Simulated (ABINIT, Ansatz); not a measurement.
# LiBiB2O6 (R-3): G0W0 on several meshes in ABINIT

Aim: the GW shift of LiBiB2O6 (R-3) against the k mesh.

Program: ABINIT 10.8.3. Level of theory: LDA and many-body steps on it, plane waves. Results are calculated unless marked as measured.

### Step 1. Set-up

The structure is trigonal, space group R-3 (No. 148). The conventional cell has a = 4.879 Å, b = 4.879 Å, c = 15.675 Å, α = 90.00°, β = 90.00°, γ = 120.00°. Nearest to Li lie 6 O at 2.22 Å. Nearest to B lie 3 O at 1.38 Å. Nearest to Bi lie 6 O at 2.17 Å. O has 1 B at 1.38 Å and 1 Bi at 2.17 Å and 1 Li at 2.22 Å nearest. Farther neighbours and most contacts between anions are not listed.

The cell and positions are those that the Materials Project relaxed with its own functionals (PBE, PBE+U or r2SCAN), kept fixed. Spin-orbit coupling is left out unless a step names it.

### Step 2. Empty states on the mesh, 2×2×2 mesh, 228 bands

This step: ABINIT 10.8.3; DFT, LDA, plane waves, norm-conserving pseudopotentials.

The sums over transitions need many empty states on a uniform mesh; this step solves for them.

Input file run.abi:

```
acell 3*1.0 Angstrom
rprim 
  2.439250647883 1.408302018200 5.224968345293
  -2.439250647883 1.408302018200 5.224968345293
  0.000000000000 -2.816604036329 5.224968345313
ntypat 4
znucl 3 5 83 8
natom 10
typat 1 2 2 3 4 4 4 4 4 4
xred 
  0.500000000000 0.500000000000 0.500000000000
  0.254532000000 0.254532000000 0.254532000000
  0.745468000000 0.745468000000 0.745468000000
  -0.000000000000 -0.000000000000 0.000000000000
  0.031291000000 0.463879000000 0.746058000000
  0.536121000000 0.253942000000 0.968709000000
  0.253942000000 0.968709000000 0.536121000000
  0.746058000000 0.031291000000 0.463879000000
  0.463879000000 0.746058000000 0.031291000000
  0.968709000000 0.536121000000 0.253942000000
pp_dirpath "pseudos"
pseudos "Li.upf, B.upf, Bi.upf, O.upf"
ecut 44
ngkpt 2 2 2
nshiftk 1
shiftk 0 0 0
kptopt 1
chksymbreak 0
iscf -2
irdden 1
istwfk *1
nband 228
nbdbuf 20
tolwfr 1e-09
nstep 60
prtvol 0
indata_prefix "in"
outdata_prefix "out"
tmpdata_prefix "tmp"
```

Started as:

```
$ OMP_NUM_THREADS=1 mpirun -n 4 abinit run.abi > log
```

Numbers of over 12 decimals in the logs are rounded to 6 here.

Log:

```text
.Version 10.8.3 of ABINIT. v10.8.2 released Aug 2026.

 Symmetries : space group R-3 (#148); Bravais hR (rhombohedral)
[... echo of the input left out ...]
== DATASET  1 ==================================================================
-   mpi_nproc: 4, omp_nthreads: 1 (-1 if OMP is not activated)

--- !DatasetInfo
iteration_state: {dtset: 1, }
dimensions: {natom: 10, nkpt: 4, mband: 228, nsppol: 1, nspinor: 1, nspden: 1, mpw: 10163, }
cutoff_energies: {ecut:  44.0, pawecutdg:  -1.0, }
[...]
2.74407    2.76026    2.80773    2.80773    2.83540    2.83962    2.83962    2.86129
   2.86130    2.87551    2.90759    2.90763    2.91996    2.92996    2.93015    2.93893
   2.96657    2.96826    2.96993    2.98735
 prteigrs : prtvol=0 or 1, do not print more k-points.

== END DATASET(S) ==============================================================
================================================================================

 -outvars: echo values of variables after computation  --------
            nband         228
             nkpt           4
          spgroup         148
 [... the other variables as echoed above ...]

 Calculation completed.
```

Elapsed: 2.6 min, on 4 MPI ranks of AMD EPYC 9R14 (Zen 4), shared host; peak memory 0.59 GiB; 11 min of CPU time.

This step gave:

```
gap                                                           : 1.292 eV
k of the valence top                                          : 0.5, 0.5, 0
k of the conduction bottom                                    : 0.5, 0.5, 0.5
least direct gap                                              : 1.500 eV
k points computed                                             : 4
lowest point of the top converged band, above the valence top : 71.9200 eV
```

On this mesh the gap is 1.292 eV.

The density comes from a self-consistent run that is not shown.

### Step 3. Screening, 2×2×2 mesh, 105 bands, screening to 114.3 eV

The RPA dielectric matrix is built and inverted for each q.

This step: RPA screening on LDA, plane waves, norm-conserving pseudopotentials.

Edit run.abi of step 2 so:

```diff
@@ -28,10 +28,11 @@
 chksymbreak 0
-iscf -2
-irdden 1
 istwfk *1
-nband 228
-nbdbuf 20
-tolwfr 1e-09
-nstep 60
-prtvol 0
+occopt 1
+irdwfk 1
+optdriver 3
+nband 105
+ecuteps 4.2
+inclvkb 2
+awtr 1
+symchi 1
 indata_prefix "in"
```

Log:

```text
.Version 10.8.3 of ABINIT. v10.8.2 released Aug 2026.

 Symmetries : space group R-3 (#148); Bravais hR (rhombohedral)
[... echo of the input left out ...]
== DATASET  1 ==================================================================
-   mpi_nproc: 4, omp_nthreads: 1 (-1 if OMP is not activated)

--- !DatasetInfo
iteration_state: {dtset: 1, }
dimensions: {natom: 10, nkpt: 4, mband: 105, nsppol: 1, nspinor: 1, nspden: 1, mpw: 10163, }
cutoff_energies: {ecut:  44.0, pawecutdg:  -1.0, }
electrons: {nelect:   6.80000000E+01, charge:   0.00000000E+00, occopt:   1.00000000E+00, tsmear:   1.00000000E-02, }

 SCREENING: Calculation of the susceptibility and dielectric matrices

 Based on a program developped by R.W. Godby, V. Olevano, G. Onida, and L. Reining.
 Incorporated in ABINIT by V. Olevano, G.-M. Rignanese, and M. Torrent.
.Using double precision arithmetic ; gwpc =  8

[... cell and pseudopotentials left out ...]
--------------------------------------------------------------------------------

 ==== K-mesh for the wavefunctions ====
 Number of points in the irreducible wedge :     4
[... list of points left out ...]
 Together with  6 symmetry operations and time-reversal symmetry
 yields     8 points in the full Brillouin Zone.

 ==== Q-mesh for the screening function ====
 Number of points in the irreducible wedge :     4
[... list of points left out ...]
 Together with  6 symmetry operations and time-reversal symmetry
 yields     8 points in the full Brillouin Zone.

 setmesh: FFT mesh size selected  =    45x   45x   45
          total number of points  =        91125

 vcoul_init : cutoff-mode = AUXILIARY_FUNCTION
 q-points for optical limit:   1
     1)      0.000010    0.000020    0.000030

- screening: taking advantage of time-reversal symmetry
- Maximum band index for partially occupied states nbvw = 34
- Remaining bands to be divided among processors   nbcw = 71
- Number of bands treated by each node ~17

 Number of electrons calculated from density =   68.0000; Expected =   68.0000
 average of density, n =  0.093568
 r_s =    1.3665
 omega_plasma =   29.5065 [eV]

 calculating chi0 at frequencies [eV] :
  1    0.000000E+00    0.000000E+00
  2    0.000000E+00    2.950653E+01

--------------------------------------------------------------------------------
  q-point number  1        q = ( 0.000000, 0.000000, 0.000000) [r.l.u.]
--------------------------------------------------------------------------------
[... chi0 elements left out ...]
 For q-point:  0.000010 0.000020 0.000030
  dielectric constant =   5.6223
  dielectric constant without local fields =   6.8230

  Average fulfillment of the sum rule on Im[epsilon] for q-point    1 :     42.09  [%]
[... wings left out ...]
  q-point number  2        q = ( 0.500000, 0.000000, 0.000000) [r.l.u.]
--------------------------------------------------------------------------------
[... chi0 elements left out ...]
  Average fulfillment of the sum rule on Im[epsilon] for q-point    2 :     49.55  [%]

 [... 2 further q-points ...]
```

Run time: 50 s. Hardware: 4 MPI ranks; peak memory 2 GiB; 3.3 min of CPU time.

Numbers from this step:

- ε∞ with local fields, on this mesh, along the program's q direction: 5.622
- the same without local fields: 6.823
- plasma frequency: 29.51 eV
- plane waves in the screening matrix: 309

Local fields lower ε∞ by 18 %. On a Γ-centred mesh this coarse the value itself is usually too large, while a short band sum pulls it down.

### Step 4. 2×2×2

The self-energy is evaluated for the states that the input lists, and the levels follow from it, in one-shot runs by the linearised quasiparticle equation.

This step: G0W0 on LDA, plane waves, norm-conserving pseudopotentials.

Edit run.abi of step 3 so:

```diff
@@ -31,8 +31,19 @@
 irdwfk 1
-optdriver 3
+optdriver 4
 nband 105
+gwcalctyp 0
+ecutsigx 44
+symsigma 1
+nkptgw 3
+kptgw 
+  0.5000000000 0.5000000000 0.0000000000
+  0.5000000000 0.5000000000 0.5000000000
+  0.0000000000 0.0000000000 0.0000000000
+bdgw 
+  33 36
+  33 36
+  33 36
 ecuteps 4.2
-inclvkb 2
-awtr 1
-symchi 1
+irdscr 1
+ppmodel 1
 indata_prefix "in"
```

Log:

```text
.Version 10.8.3 of ABINIT. v10.8.2 released Aug 2026.

 Symmetries : space group R-3 (#148); Bravais hR (rhombohedral)
[... echo of the input left out ...]
== DATASET  1 ==================================================================
-   mpi_nproc: 4, omp_nthreads: 1 (-1 if OMP is not activated)

--- !DatasetInfo
iteration_state: {dtset: 1, }
dimensions: {natom: 10, nkpt: 4, mband: 105, nsppol: 1, nspinor: 1, nspden: 1, mpw: 10163, }
cutoff_energies: {ecut:  44.0, pawecutdg:  -1.0, }
electrons: {nelect:   6.80000000E+01, charge:   0.00000000E+00, occopt:   1.00000000E+00, tsmear:   1.00000000E-02, }

 SIGMA: Calculation of the GW corrections

 Based on a program developped by R.W. Godby, V. Olevano, G. Onida, and L. Reining.
 Incorporated in ABINIT by V. Olevano, G.-M. Rignanese, and M. Torrent.
.Using double precision arithmetic ; gwpc =  8

[... cell and pseudopotentials left out ...]
--------------------------------------------------------------------------------

 ==== K-mesh for the wavefunctions ====
 Number of points in the irreducible wedge :     4
[... list of points left out ...]
 Together with  6 symmetry operations and time-reversal symmetry
 yields     8 points in the full Brillouin Zone.

 ==== Q-mesh for screening function ====
 Number of points in the irreducible wedge :     4
[... list of points left out ...]
 Together with  6 symmetry operations and time-reversal symmetry
 yields     8 points in the full Brillouin Zone.

 vcoul_init : cutoff-mode = AUXILIARY_FUNCTION
 q-points for optical limit:   1
     1)      0.000010    0.000020    0.000030
 setmesh: FFT mesh size selected  =    72x   72x   72
          total number of points  =       373248

 Number of electrons calculated from density =   68.0000; Expected =   68.0000
 average of density, n =  0.093568
 r_s =    1.3665
 omega_plasma =   29.5065 [eV]

 === KS Band Gaps ===
  >>>> For spin  1
   Minimum direct gap =   1.4995 [eV], located at k-point      :   0.0000  0.0000  0.0000
   Fundamental gap    =   1.2916 [eV], Top of valence bands at :   0.5000  0.5000  0.0000
                                       Bottom of conduction at :   0.5000  0.5000  0.5000
 SIGMA fundamental parameters:
 PLASMON POLE MODEL  1
 number of plane-waves for SigmaX                10163
 number of plane-waves for SigmaC and W            309
 number of plane-waves for wavefunctions         10163
 number of bands                                   105
 number of independent spin polarizations            1
 number of spinorial components                      1
 number of k-points in IBZ                           4
 number of q-points in IBZ                           4
 number of symmetry operations                       6
 number of k-points in BZ                            8
 number of q-points in BZ                            8
 number of frequencies for dSigma/dE                 9
 frequency step for dSigma/dE [eV]                0.25
 number of omega for Sigma on real axis              0
 max omega for Sigma on real axis  [eV]           0.00
 zcut for avoiding poles [eV]                     0.10

 EPSILON^-1 parameters (SCR file):
 dimension of the eps^-1 matrix on file            309
 dimension of the eps^-1 matrix used               309
 number of plane-waves for wavefunctions         10163
 number of bands                                   105
 number of q-points in IBZ                           4
 number of frequencies                               2
 number of real frequencies                          1
 number of imag frequencies                          1

 matrix elements of self-energy operator (all in [eV])

 Perturbative Calculation

--- !SelfEnergy_ee
iteration_state: {dtset: 1, }
kpoint     : [   0.500,    0.500,    0.000, ]
spin       : 1
KS_gap     :    1.818
QP_gap     :    3.390
Delta_QP_KS:    1.572
data: !SigmaeeData |
     Band     E0 <VxcDFT>   SigX SigC(E0)      Z dSigC/dE  Sig(E)    E-E0       E
       33   2.229 -19.604 -24.516   5.236   0.767  -0.305 -19.356   0.249   2.478
       34   2.567 -19.937 -24.553   5.047   0.766  -0.306 -19.607   0.331   2.898
       35   4.385 -19.986 -16.851  -0.743   0.795  -0.258 -18.084   1.902   6.287
       36   9.033 -14.438  -8.929  -3.289   0.829  -0.207 -12.599   1.839  10.872

--- !SelfEnergy_ee
iteration_state: {dtset: 1, }
kpoint     : [   0.500,    0.500,    0.500, ]
spin       : 1
KS_gap     :    1.840
QP_gap     :    3.407
Delta_QP_KS:    1.566
data: !SigmaeeData |
     Band     E0 <VxcDFT>   SigX SigC(E0)      Z dSigC/dE  Sig(E)    E-E0       E
       33   2.018 -19.469 -24.671   5.448   0.766  -0.305 -19.281   0.188   2.207
       34   2.018 -19.469 -24.671   5.448   0.766  -0.305 -19.281   0.188   2.207
[...]
--- !SelfEnergy_ee
iteration_state: {dtset: 1, }
kpoint     : [   0.000,    0.000,    0.000, ]
spin       : 1
KS_gap     :    1.500
QP_gap     :    2.992
Delta_QP_KS:    1.492
data: !SigmaeeData |
     Band     E0 <VxcDFT>   SigX SigC(E0)      Z dSigC/dE  Sig(E)    E-E0       E
[...]
34   2.404 -19.838 -25.008   5.484   0.765  -0.307 -19.598   0.241   2.644
       35   3.903 -19.159 -16.350  -0.621   0.792  -0.262 -17.426   1.733   5.636
       36   9.212 -12.692  -6.839  -3.701   0.818  -0.222 -10.932   1.760  10.972

== END DATASET(S) ==============================================================
================================================================================

 -outvars: echo values of variables after computation  --------
           etotal      0.0000000000E+00
            nband         105
             nkpt           4
          spgroup         148
 [... the other variables as echoed above ...]

 Calculation completed.
```

It took 15 s on 4 MPI ranks; peak memory 1.8 GiB.

Numbers from this step:

| Item | Value |
| --- | --- |
| G0W0 gap on the points computed | 2.715 eV |
| starting gap on the mesh | 1.292 eV |
| k of the valence top | 0.5, 0.5, 0 |
| k of the conduction bottom | 0.5, 0.5, 0.5 |
| Z at the valence top | 0.766 |
| Z at the conduction bottom | 0.794 |
| least direct G0W0 gap on the computed points | 2.992 eV |

The gap on the mesh goes from 1.29 eV to 2.72 eV, a correction of +1.42 eV.

### Step 5. Empty states on the mesh, 4×4×4 mesh, 115 bands

This step: DFT, LDA, plane waves, norm-conserving pseudopotentials.

Edit run.abi of step 4 so:

```diff
@@ -23,3 +23,3 @@
 ecut 44
-ngkpt 2 2 2
+ngkpt 4 4 4
 nshiftk 1
@@ -28,22 +28,10 @@
 chksymbreak 0
+iscf -2
+irdden 1
 istwfk *1
-occopt 1
-irdwfk 1
-optdriver 4
-nband 105
-gwcalctyp 0
-ecutsigx 44
-symsigma 1
-nkptgw 3
-kptgw 
-  0.5000000000 0.5000000000 0.0000000000
-  0.5000000000 0.5000000000 0.5000000000
-  0.0000000000 0.0000000000 0.0000000000
-bdgw 
-  33 36
-  33 36
-  33 36
-ecuteps 4.2
-irdscr 1
-ppmodel 1
+nband 115
+nbdbuf 10
+tolwfr 1e-09
+nstep 60
+prtvol 0
 indata_prefix "in"
```

Log:

```text
.Version 10.8.3 of ABINIT. v10.8.2 released Aug 2026.

 Symmetries : space group R-3 (#148); Bravais hR (rhombohedral)
[... echo of the input left out ...]
== DATASET  1 ==================================================================
-   mpi_nproc: 4, omp_nthreads: 1 (-1 if OMP is not activated)

--- !DatasetInfo
iteration_state: {dtset: 1, }
dimensions: {natom: 10, nkpt: 14, mband: 115, nsppol: 1, nspinor: 1, nspden: 1, mpw: 10163, }
cutoff_energies: {ecut:  44.0, pawecutdg:  -1.0, }
[...]
1.42734    1.42734    1.44049    1.45993    1.45993    1.47073    1.52232    1.52232
   1.52538    1.52538    1.57313    1.59041    1.59042    1.61006    1.61006    1.61320
   1.64373    1.64416    1.66674
 prteigrs : prtvol=0 or 1, do not print more k-points.

== END DATASET(S) ==============================================================
================================================================================

 -outvars: echo values of variables after computation  --------
            nband         115
             nkpt          14
          spgroup         148
 [... the other variables as echoed above ...]

 Calculation completed.
```

It took 3.6 min on 4 MPI ranks; peak memory 0.75 GiB; 15 min of CPU time.

This step gave:

```yaml
gap: 1.277 eV
k_of_the_valence_top: -0.25, 0.25, 0
k_of_the_conduction_bottom: 0.5, 0.5, 0.5
least_direct_gap: 1.500 eV
k_points_computed: 14
lowest_point_of_the_top_converged_band_above_the_valence_top: 38.90 eV
```

On this mesh the gap is 1.277 eV.

### Step 6. Screening, 4×4×4 mesh, 105 bands, screening to 114.3 eV

This step: RPA screening on LDA, plane waves, norm-conserving pseudopotentials.

Edit run.abi of step 5 so:

```diff
@@ -28,10 +28,11 @@
 chksymbreak 0
-iscf -2
-irdden 1
 istwfk *1
-nband 115
-nbdbuf 10
-tolwfr 1e-09
-nstep 60
-prtvol 0
+occopt 1
+irdwfk 1
+optdriver 3
+nband 105
+ecuteps 4.2
+inclvkb 2
+awtr 1
+symchi 1
 indata_prefix "in"
```

Log:

```text
.Version 10.8.3 of ABINIT. v10.8.2 released Aug 2026.

 Symmetries : space group R-3 (#148); Bravais hR (rhombohedral)
[... echo of the input left out ...]
== DATASET  1 ==================================================================
-   mpi_nproc: 4, omp_nthreads: 1 (-1 if OMP is not activated)

--- !DatasetInfo
iteration_state: {dtset: 1, }
dimensions: {natom: 10, nkpt: 14, mband: 105, nsppol: 1, nspinor: 1, nspden: 1, mpw: 10163, }
cutoff_energies: {ecut:  44.0, pawecutdg:  -1.0, }
electrons: {nelect:   6.80000000E+01, charge:   0.00000000E+00, occopt:   1.00000000E+00, tsmear:   1.00000000E-02, }

 SCREENING: Calculation of the susceptibility and dielectric matrices

 Based on a program developped by R.W. Godby, V. Olevano, G. Onida, and L. Reining.
 Incorporated in ABINIT by V. Olevano, G.-M. Rignanese, and M. Torrent.
.Using double precision arithmetic ; gwpc =  8

[... cell and pseudopotentials left out ...]
--------------------------------------------------------------------------------

 ==== K-mesh for the wavefunctions ====
 Number of points in the irreducible wedge :    14
[... list of points left out ...]
 Together with  6 symmetry operations and time-reversal symmetry
 yields    64 points in the full Brillouin Zone.

 ==== Q-mesh for the screening function ====
 Number of points in the irreducible wedge :    14
[... list of points left out ...]
 Together with  6 symmetry operations and time-reversal symmetry
 yields    64 points in the full Brillouin Zone.

 setmesh: FFT mesh size selected  =    45x   45x   45
          total number of points  =        91125

 vcoul_init : cutoff-mode = AUXILIARY_FUNCTION
 q-points for optical limit:   1
     1)      0.000010    0.000020    0.000030

- screening: taking advantage of time-reversal symmetry
- Maximum band index for partially occupied states nbvw = 34
- Remaining bands to be divided among processors   nbcw = 71
- Number of bands treated by each node ~17

 Number of electrons calculated from density =   68.0000; Expected =   68.0000
 average of density, n =  0.093568
 r_s =    1.3665
 omega_plasma =   29.5065 [eV]

 calculating chi0 at frequencies [eV] :
  1    0.000000E+00    0.000000E+00
  2    0.000000E+00    2.950653E+01

--------------------------------------------------------------------------------
  q-point number  1        q = ( 0.000000, 0.000000, 0.000000) [r.l.u.]
--------------------------------------------------------------------------------
[... chi0 elements left out ...]
 For q-point:  0.000010 0.000020 0.000030
  dielectric constant =   4.8094
  dielectric constant without local fields =   5.8576

  Average fulfillment of the sum rule on Im[epsilon] for q-point    1 :     42.18  [%]
[... wings left out ...]
  q-point number  2        q = ( 0.250000, 0.000000, 0.000000) [r.l.u.]
--------------------------------------------------------------------------------
[... chi0 elements left out ...]
  Average fulfillment of the sum rule on Im[epsilon] for q-point    2 :     55.98  [%]

 [... 12 further q-points ...]
```

The job ended after 9.9 min (4 MPI ranks; peak memory 5.3 GiB; 39 min of CPU time).

Numbers from this step:

```
ε∞ with local fields, on this mesh, along the program's q direction : 4.809
the same without local fields                                       : 5.858
plasma frequency                                                    : 29.51 eV
plane waves in the screening matrix                                 : 309
```

[end of part 1 of 2]

[Paths, hosts, dates, memory and timing lines, banners, echoed tables and standing remarks are left out of the program output.]

[Logs are printed without paths, hosts, clocks, repeated set-up lines and the standing remarks that a program may print on its own settings, such as how far it seeks lower states.]

[Runs of the session that timed out or met a known fault of the program may be left out.]

[No measured gap is set beside runs whose start may be inverted or whose files or cutoffs have a known fault.]

[Hosts, paths, dates, database ids (printed as entryN), source tags and the programs' standing remarks are cut or masked in the printed files.]

[G0W0 gaps are taken among the corrected bands and points alone; a level outside them can change the order at an edge.]

[Where Ansatz stands beside ABINIT at settings called matched, ABINIT's density can come from a denser mesh and the files from another edition; pairs whose starting gaps differed by over 0.03 eV were left out, so agreement reads better than it is.]
